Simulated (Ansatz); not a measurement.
# Quasiparticle gap of LiF (Griceite), part 2 of 2

Aim: the quasiparticle gap of LiF (Griceite), starting from HSE06.

Ansatz 0.2.0; HSE06, then G0W0 on it, plane waves, PAW. Known limits of the many-body steps: finite bands, screening cutoff and k mesh; no spin-orbit coupling in G0W0.

So far. Step 2 (HSE06 levels on the mesh and at listed points): Over mesh and listed points the gap is 11.401 eV, direct, at k = Γ.

In doubt: masses and optical values from hybrid runs of this build are listed as unsure (step 3), which bears on the screening that GW takes from such a start.

### 3. The quasiparticle correction

G0W0 replaces the xc potential by a self-energy built once from the orbitals of the start. Levels are corrected in the window of bands that the input names, at points of the mesh.

This step: G0W0 on HSE06, plane waves, PAW; PAW set soft_1.

Contents of input.yaml:

```yaml
crystal:
  lattice:
    - [0.0, 2.014, 2.014]
    - [2.014, 0.0, 2.014]
    - [2.014, 2.014, 0.0]
  atoms:
    - { symbol: Li, position: [0.0, 0.0, 0.0] }
    - { symbol: F, position: [0.5, 0.5, 0.5] }
kpoints:
  mp_grid: { grid: [6, 6, 6] }
hamiltonian:
  xc: hse06
  pseudopotentials: { kind: paw, azcp: { folder: soft_1 } }
scf:
  occupations: { method: fixed }
gw:
  n_empty_bands: 48
  ecut_chi: 120
  qp_bands: [v2, c2]
  qp_kpoints: band_edges
  screening: { model: contour_deformation }
```

The run is started by

```bash
> ansatz run input.yaml --threads 3 --pin off --max-ram 92160MiB --backend cuda --events-out ev --progress --plain --runs-dir out --devices 1 --max-vram 13GiB
```

Numbers of over 12 decimals in the logs are rounded to 6 here.

The program printed:

```text
GPUs: using 1 of 1 available (devices: 1).
[...]
GPU FFT provider: cuFFT
GPU libraries: cuBLAS 13.8.2, cuFFT 12.4.0, cuSOLVER 12.3.4
Crystal: 2 atoms, lattice volume = 16.338 Å³
Basis set: ecut = 420 eV, 331 PW (Γ)
Bands: 9, of which v1, the nominal top of the filled ones, is band 5 counted from 1 (4 counted from 0)
Symmetry: 48 space group operations
[...]
k-points: 16 of 216
[...]
GPU buffer pool allocated for 8000 grid points (all kernels)
[...]
SCF iter   1: F=—  HF=-1016.036286 eV  |F-HF|=—  |Δ(HF+E_count)|=         —  Δρ=5.95e-2  dr2=3.06e-1  ethr=1.00e-1  ⟨swp⟩=4.6  Hψ=524  notcnv=0
[...]
SCF iter   4: F=-1016.173552 eV  HF=-1016.173429 eV  |F-HF|=1.23e-4  |Δ(HF+E_count)|=   2.43e-4  Δρ=1.39e-3  dr2=1.28e-4  ethr=1.22e-6  ⟨swp⟩=2.9  Hψ=798  notcnv=0
SCF 1 stopped early in 4 iterations: F = -1016.173552 eV  dr2 = 1.28e-4
[...]
GPU FFT provider: cuFFT
GPU libraries: cuBLAS 13.8.2, cuFFT 12.4.0, cuSOLVER 12.3.4
[...]
GPU buffer pool allocated for 8000 grid points (all kernels)
[...]
Frozen-core exchange: fock
SCF iter   1: F=—  HF=-1016.120580 eV  |F-HF|=—  |Δ(HF+E_count)|=         —  Δρ=8.37e-3  dr2=1.17e-2  ethr=1.28e-5  ⟨swp⟩=4.2  Hψ=604  notcnv=0
[...]
SCF iter   4: F=-1016.119609 eV  HF=-1016.119609 eV  |F-HF|=1.63e-7  |Δ(HF+E_count)|=   2.61e-6  Δρ=6.64e-5  dr2=1.10e-6  ethr=2.82e-7  ⟨swp⟩=3.0  Hψ=430  notcnv=0
SCF 2 stopped early in 4 iterations: F = -1016.119609 eV  dr2 = 1.10e-6
[...]
hybrid outer 1: dexx = +2.404e-3 eV, tail = 6.51e-6 eV
GPU FFT provider: cuFFT
GPU libraries: cuBLAS 13.8.2, cuFFT 12.4.0, cuSOLVER 12.3.4
GPU buffer pool allocated for 8000 grid points (all kernels)
[...]
Frozen-core exchange: fock
SCF iter   1: F=—  HF=-1016.119731 eV  |F-HF|=—  |Δ(HF+E_count)|=         —  Δρ=1.14e-4  dr2=4.66e-7  ethr=3.25e-7  ⟨swp⟩=2.9  Hψ=367  notcnv=0
[...]
SCF iter   2: F=-1016.119731 eV  HF=-1016.119731 eV  |F-HF|=8.92e-9  |Δ(HF+E_count)|=   1.31e-7  Δρ=1.71e-5  dr2=2.51e-8  ethr=1.03e-10  ⟨swp⟩=2.9  Hψ=779  notcnv=0
SCF 3 converged in 2 iterations: F = -1016.119731 eV  dr2 = 2.51e-8
[...]
NSCF: frozen V_eff on 16 k-points
Exchange-term sweep: 0 of 16 (spin, k) points
Exchange-term sweep: 1 of 16 (spin, k) points
Exchange-term sweep: 2 of 16 (spin, k) points
Exchange-term sweep: 3 of 16 (spin, k) points
Exchange-term sweep: 4 of 16 (spin, k) points
Exchange-term sweep: 5 of 16 (spin, k) points
Exchange-term sweep: 6 of 16 (spin, k) points
Exchange-term sweep: 7 of 16 (spin, k) points
Exchange-term sweep: 8 of 16 (spin, k) points
Exchange-term sweep: 9 of 16 (spin, k) points
Exchange-term sweep: 10 of 16 (spin, k) points
Exchange-term sweep: 11 of 16 (spin, k) points
Exchange-term sweep: 12 of 16 (spin, k) points
Exchange-term sweep: 13 of 16 (spin, k) points
Exchange-term sweep: 14 of 16 (spin, k) points
Exchange-term sweep: 15 of 16 (spin, k) points
Exchange-term sweep: 16 of 16 (spin, k) points
G₀W₀ screening: q 1/16
[... further progress lines ...]
[...]
Free energy (F): -1016.119731 eV
Frozen-core exchange: fock
[...]
Internal energy: -1016.119731 eV  (E = F + TS)
E sigma→0 (E₀):  -1016.119731 eV
Fermi energy:    -0.757008 eV
[...]
--- Band table (eV; the first three rows and the last of 16) ---
[...]
guard bands above this table: 2 of the run's 9 bands. The solve was not asked for them (output.publish_guard_bands: true or output.eigenvalues: true publishes all)
--- G₀W₀: contour deformation, 5 samples at zero and on the imaginary axis and 4 off it, 216 q-points, 48 empty bands' worth ---
  eigenvalues of the whole cell's RPA ε∞ on this k-mesh (on a slab, of 1 + 4πα/V) = 1.8037, 1.8037, 1.8037; static W/v taken at q = 0 is 0.554426
  bands read: the sum over 53 bands ends inside a degenerate multiplet in 2 slots, whose members it reads at an even weight; the widest, k=0: bands 53 to 54 (counted from 1) at 1/2 each
  gw.qp_kpoints: band_edges: 12 of 16 stored k-points solved, in 1 pass; an edge of the gap read off the rows below is read off those points alone
    valence top: of the k-points left out ik 13 came nearest to being solved in a further pass, in band 5 (counted from 1, as in the quasiparticle table): it holds the edge there only if its correction is more favourable than any solved in that band by at least 0.548 eV; those differ by 0.181 eV
    conduction bottom: of the k-points left out ik 13 came nearest to being solved in a further pass, in band 6 (counted from 1, as in the quasiparticle table): it holds the edge there only if its correction is more favourable than any solved in that band by at least 3.868 eV; those differ by 0.685 eV
    ik  band        ε_KS         Σx   Σc(E_QP)       V_xc       Z   E_QP_lin       E_QP  E_QP is
     0     4     -0.7570   -32.0344     4.5777   -26.0259  0.8471    -2.1982    -2.1878  root
     0     5     -0.7570   -32.0344     4.5777   -26.0259  0.8471    -2.1982    -2.1878  root
     0     6     10.6439    -7.2284    -3.0806   -11.6622  0.9072    12.0025    11.9971  root
     0     7     25.9503    -2.9606    -4.0152    -8.7299  0.8789    27.7158    27.7044  root
     1     4     -0.8209   -31.9709     4.5793   -25.9482  0.8470    -2.2749    -2.2642  root
     1     5     -0.8209   -31.9709     4.5793   -25.9482  0.8470    -2.2749    -2.2642  root
     1     6     11.3866    -7.4359    -3.0661   -11.9484  0.9046    12.8394    12.8330  root
     1     7     21.2929    -3.6962    -3.5683    -8.7339  0.8942    22.7734    22.7622  root
     2     4     -0.9433   -31.8584     4.5838   -25.8080  0.8468    -2.4210    -2.4099  root
     2     5     -0.9433   -31.8584     4.5838   -25.8080  0.8468    -2.4210    -2.4099  root
     2     6     12.2978    -5.9865    -3.1359   -10.5683  0.9066    13.7503    13.7438  root
     2     7     18.8890    -6.6996    -3.4527   -11.8846  0.8868    20.6356    20.6212  root
     3     4     -1.0021   -31.8096     4.5864   -25.7465  0.8467    -2.4900    -2.4787  root
     3     5     -1.0021   -31.8096     4.5864   -25.7465  0.8467    -2.4900    -2.4787  root
     3     6     12.3742    -4.6436    -3.1701    -9.1762  0.9107    13.7423    13.7367  root
     3     7     18.6367    -8.7350    -3.4720   -14.1469  0.8779    20.5962    20.5767  root
     4     4     -1.0278   -31.6716     4.5700   -25.6206  0.8469    -2.5203    -2.5089  root
     4     5     -1.0278   -31.6716     4.5700   -25.6206  0.8469    -2.5203    -2.5089  root
     4     6     11.7923    -7.8672    -3.0449   -12.4232  0.9023    13.3106    13.3034  root
     4     7     22.1030    -2.2940    -3.5217    -6.9735  0.8968    23.2680    23.2609  root
     5     4     -1.2556   -31.3105     4.5479   -25.2409  0.8469    -2.7896    -2.7774  root
     5     5     -1.2224   -31.4423     4.5684   -25.3586  0.8466    -2.7498    -2.7377  root
     5     6     13.0442    -7.5664    -3.0908   -12.2675  0.8999    14.6631    14.6545  root
     5     7     18.9930    -4.5440    -3.4137    -9.4668  0.8964    20.5119    20.5020  root
     6     4     -1.5996   -30.7844     4.5190   -24.6846  0.8467    -3.1939    -3.1804  root
     6     5     -1.2148   -31.4941     4.5746   -25.4054  0.8465    -2.7409    -2.7288  root
     6     6     13.5242    -5.6874    -3.1490   -10.3436  0.9051    15.0388    15.0315  root
     6     7     17.9540    -7.2143    -3.3711   -12.4113  0.8870    19.7950    19.7799  root
     7     4     -1.7350   -30.6100     4.5165   -24.4899  0.8465    -3.3526    -3.3386  root
     7     5     -1.0143   -31.7757     4.5830   -25.7132  0.8467    -2.5051    -2.4937  root
     7     6     13.3606    -6.0155    -3.1491   -10.6901  0.9042    14.8936    14.8860  root
     7     7     17.8563    -6.5466    -3.3488   -11.6488  0.8906    19.6230    19.6097  root
     8     4     -1.3828   -31.1309     4.5459   -25.0407  0.8467    -2.9398    -2.9271  root
     8     5     -0.8151   -32.0224     4.5862   -25.9932  0.8470    -2.2688    -2.2582  root
     8     6     12.3918    -7.4081    -3.0848   -12.0380  0.9020    13.9447    13.9370  root
     8     7     19.2338    -4.1906    -3.4317    -9.1309  0.8976    20.7522    20.7424  root
    11     4     -2.6294   -29.6534     4.5030   -23.3958  0.8452    -4.4019    -4.3840  root
    11     5     -1.3567   -31.2989     4.5687   -25.1915  0.8464    -2.9080    -2.8954  root
    11     6     15.3086    -5.6564    -3.2330   -10.4752  0.9013    16.9034    16.8944  root
    11     7     16.8396    -7.3934    -3.2423   -12.4904  0.8899    18.7084    18.6943  root
    12     4     -1.8086   -30.7048     4.5548   -24.5379  0.8458    -3.4350    -3.4207  root
    12     5     -1.8086   -30.7048     4.5548   -24.5379  0.8458    -3.4350    -3.4207  root
    12     6     16.6672    -8.9020    -3.2396   -14.1801  0.8833    18.7238    18.7057  root
    12     7     18.0099    -2.5269    -3.2821    -6.9499  0.9083    19.1555    19.1508  root
    15     4     -2.3818   -29.7785     4.4997   -23.5749  0.8455    -4.1022    -4.0856  root
    15     5     -1.6570   -31.0018     4.5672   -24.8383  0.8460    -3.2671    -3.2533  root
    15     6     16.6970    -8.1027    -3.2309   -13.2706  0.8870    18.6498    18.6341  root
    15     7     17.1395    -5.6081    -3.2555   -10.4728  0.8969    18.7587    18.7487  root
```

The job ended after 21 s (1 × NVIDIA H100 80GB HBM3 (shared by 6 runs) with 3 threads of AMD EPYC 7R13 (Zen 3), shared host; peak memory 1.1 GiB).

Numbers from this step:

| Quantity | Value |
| --- | --- |
| bands summed | 53 |
| RPA ε∞ on this mesh (eigenvalues) | 1.804, 1.804, 1.804 |
| plane waves in the screening matrix | 59 |
| q-points in the mesh | 216 |
| G0W0 gap over the corrected points | 14.18 eV |
| k of the valence top | 0, 0, 0 |
| k of the conduction bottom | 0, 0, 0 |
| starting gap on the mesh | 11.40 eV |
| Z at the valence top | 0.8471 |
| Z at the conduction bottom | 0.9072 |
| least direct G0W0 gap over the corrected points | 14.18 eV |

Over 12 of 16 irreducible mesh points the G0W0 gap is 14.185 eV, direct, at k = Γ. The HSE06 gap of this run on the mesh is 11.401 eV. The two states that bound the G0W0 gap lie that far apart at the start, so the correction of the gap is 14.185 − 11.401 = +2.784 eV.

Labels follow the order of the start: v1 is the top filled band, c1 the lowest empty one; levels that stay degenerate share a row, the window can cut a multiplet, doubted levels are not marked in this list, bands outside the window were not corrected, and the list may be a part of the corrected levels. Levels before and after the correction, in eV, zero at the valence-band top of each column:

|  | conduction bottom | valence top |
| --- | --- | --- |
| HSE06 | 11.40 | 0.00 |
| G0W0 | 14.18 | 0.00 |

|  | level | occupation | energy (eV) |
| --- | --- | --- | --- |
| HSE06 | Γ v2-v1 | 2 | 0.000 |
| HSE06 | Γ c1 | 0 | 11.401 |
| HSE06 | Γ c2 | 0 | 26.707 |
| G0W0 | Γ v2-v1 | 2 | 0.000 |
| G0W0 | Γ c1 | 0 | 14.185 |
| G0W0 | Γ c2 | 0 | 29.892 |

The parts of the quasiparticle energy for the two states that bound the G0W0 gap, in eV on the run's own scale (QP = start + Σx + Σc − Vxc, with Σc at the quasiparticle energy):

| edge | k | band | start | Σx | Σc | Vxc | Z | QP |
| --- | --- | --- | --- | --- | --- | --- | --- | --- |
| valence top | Γ | 4 | −0.757 | −32.034 | 4.578 | −26.026 | 0.847 | −2.188 |
| conduction bottom | Γ | 6 | 10.644 | −7.228 | −3.081 | −11.662 | 0.907 | 11.997 |

For a hybrid start, Vxc holds its share of exact exchange.

### 4. Side by side

Each gap is the least one over the points named; times are wall times on shared hosts, not benchmarks. A G0W0 time includes the run's own self-consistent start. Runs with listed points see these and the mesh alone, so an edge that moves elsewhere is missed.

| level | mesh | files, cutoff | bands summed, screening | points | gap (eV) | valence top | conduction bottom | least direct gap (eV) | time |
| --- | --- | --- | --- | --- | --- | --- | --- | --- | --- |
| HSE06 | 6×6×6 | soft_1 PAW, 420 eV | - | mesh and listed points | 11.401 | Γ | Γ | 11.401 | 16 s |
| G0W0@HSE06 | 6×6×6 | soft_1 PAW, 420 eV | 53, 120 eV | 12 of 16 irreducible mesh points | 14.185 | Γ | Γ | 14.185 | 21 s |

### 5. What came out

| Item | Value |
| --- | --- |
| HSE06 gap over mesh and listed points | 11.401 eV, direct, at k = Γ |
| G0W0@HSE06 gap over 12 of 16 irreducible mesh points | 14.185 eV, direct, at k = Γ |
| GW settings | 6×6×6 mesh, 48 empty bands, screening to 120 eV, PAW set soft_1 files |
| known limits | finite bands, screening cutoff and k mesh; no spin-orbit coupling in G0W0 |

What this shows: Over 12 of 16 irreducible mesh points the G0W0 gap is 14.185 eV, direct, at k = Γ. The HSE06 gap of this run on the mesh is 11.401 eV. The two states that bound the G0W0 gap lie that far apart at the start, so the correction of the gap is 14.185 − 11.401 = +2.784 eV. The valence state moves by −2.188 − (−0.757) = −1.431 eV and the conduction state by 11.997 − 10.644 = +1.353 eV, on the run's own scale; how far single levels stand from their limit in bands is not shown. Both edges that HSE06 shows over mesh and listed points lie at k points where levels were corrected. Levels at other points were not corrected, so a lower G0W0 gap elsewhere in the zone is not ruled out. No second run with other bands and screening cutoff is shown, so the distance to the basis limit is not known. On another start, G0W0@PBE runs of this series (6×6×6 mesh, soft_1 PAW; not shown as steps) give 13.333 eV with 22 bands and 60 eV, 13.201 eV with 53 bands and 120 eV and 13.406 eV with 109 bands and 200 eV. G0W0 on other starts in this series, not shown as steps and not all at these settings: 13.201 eV on PBE (6×6×6, soft_1 PAW, 53 bands, 120 eV) and 13.163 eV on LDA (6×6×6, soft_1 PAW, 53 bands, 120 eV). The G0W0 runs are scalar-relativistic. No pair of G0W0 runs that differ in the mesh alone is shown (6×6×6 is a supercell whose nearest images lie 17 Å apart), so the error from the mesh is not known here. G0W0 is shown with one set of atomic data (soft_1 PAW), so the error from the files is not known here.

[Paths, hosts, dates, memory and timing lines, banners, echoed tables and standing remarks are left out of the program output.]

[Logs are printed without paths, hosts, clocks, repeated set-up lines and the standing remarks that a program may print on its own settings, such as how far it seeks lower states.]

[Runs of the session that timed out or met a known fault of the program may be left out.]

[Cells called generated may have been cut or substituted from an entry of the Crystallography Open Database or the Materials Project.]

[Hosts, paths, dates, database ids (printed as entryN), source tags and the programs' standing remarks are cut or masked in the printed files.]

[Where an RPA ε∞ is given, it is that of the G0W0 mesh and is not shown converged in it. Names of k-points follow the symmetry that the program found, which can be lower than the space group named. Band edges on a path are those of the sampled points; other points can move an edge, and change direct to indirect where valleys lie close.]

[Hybrid gaps are those of their k-mesh and are not shown converged in it.]
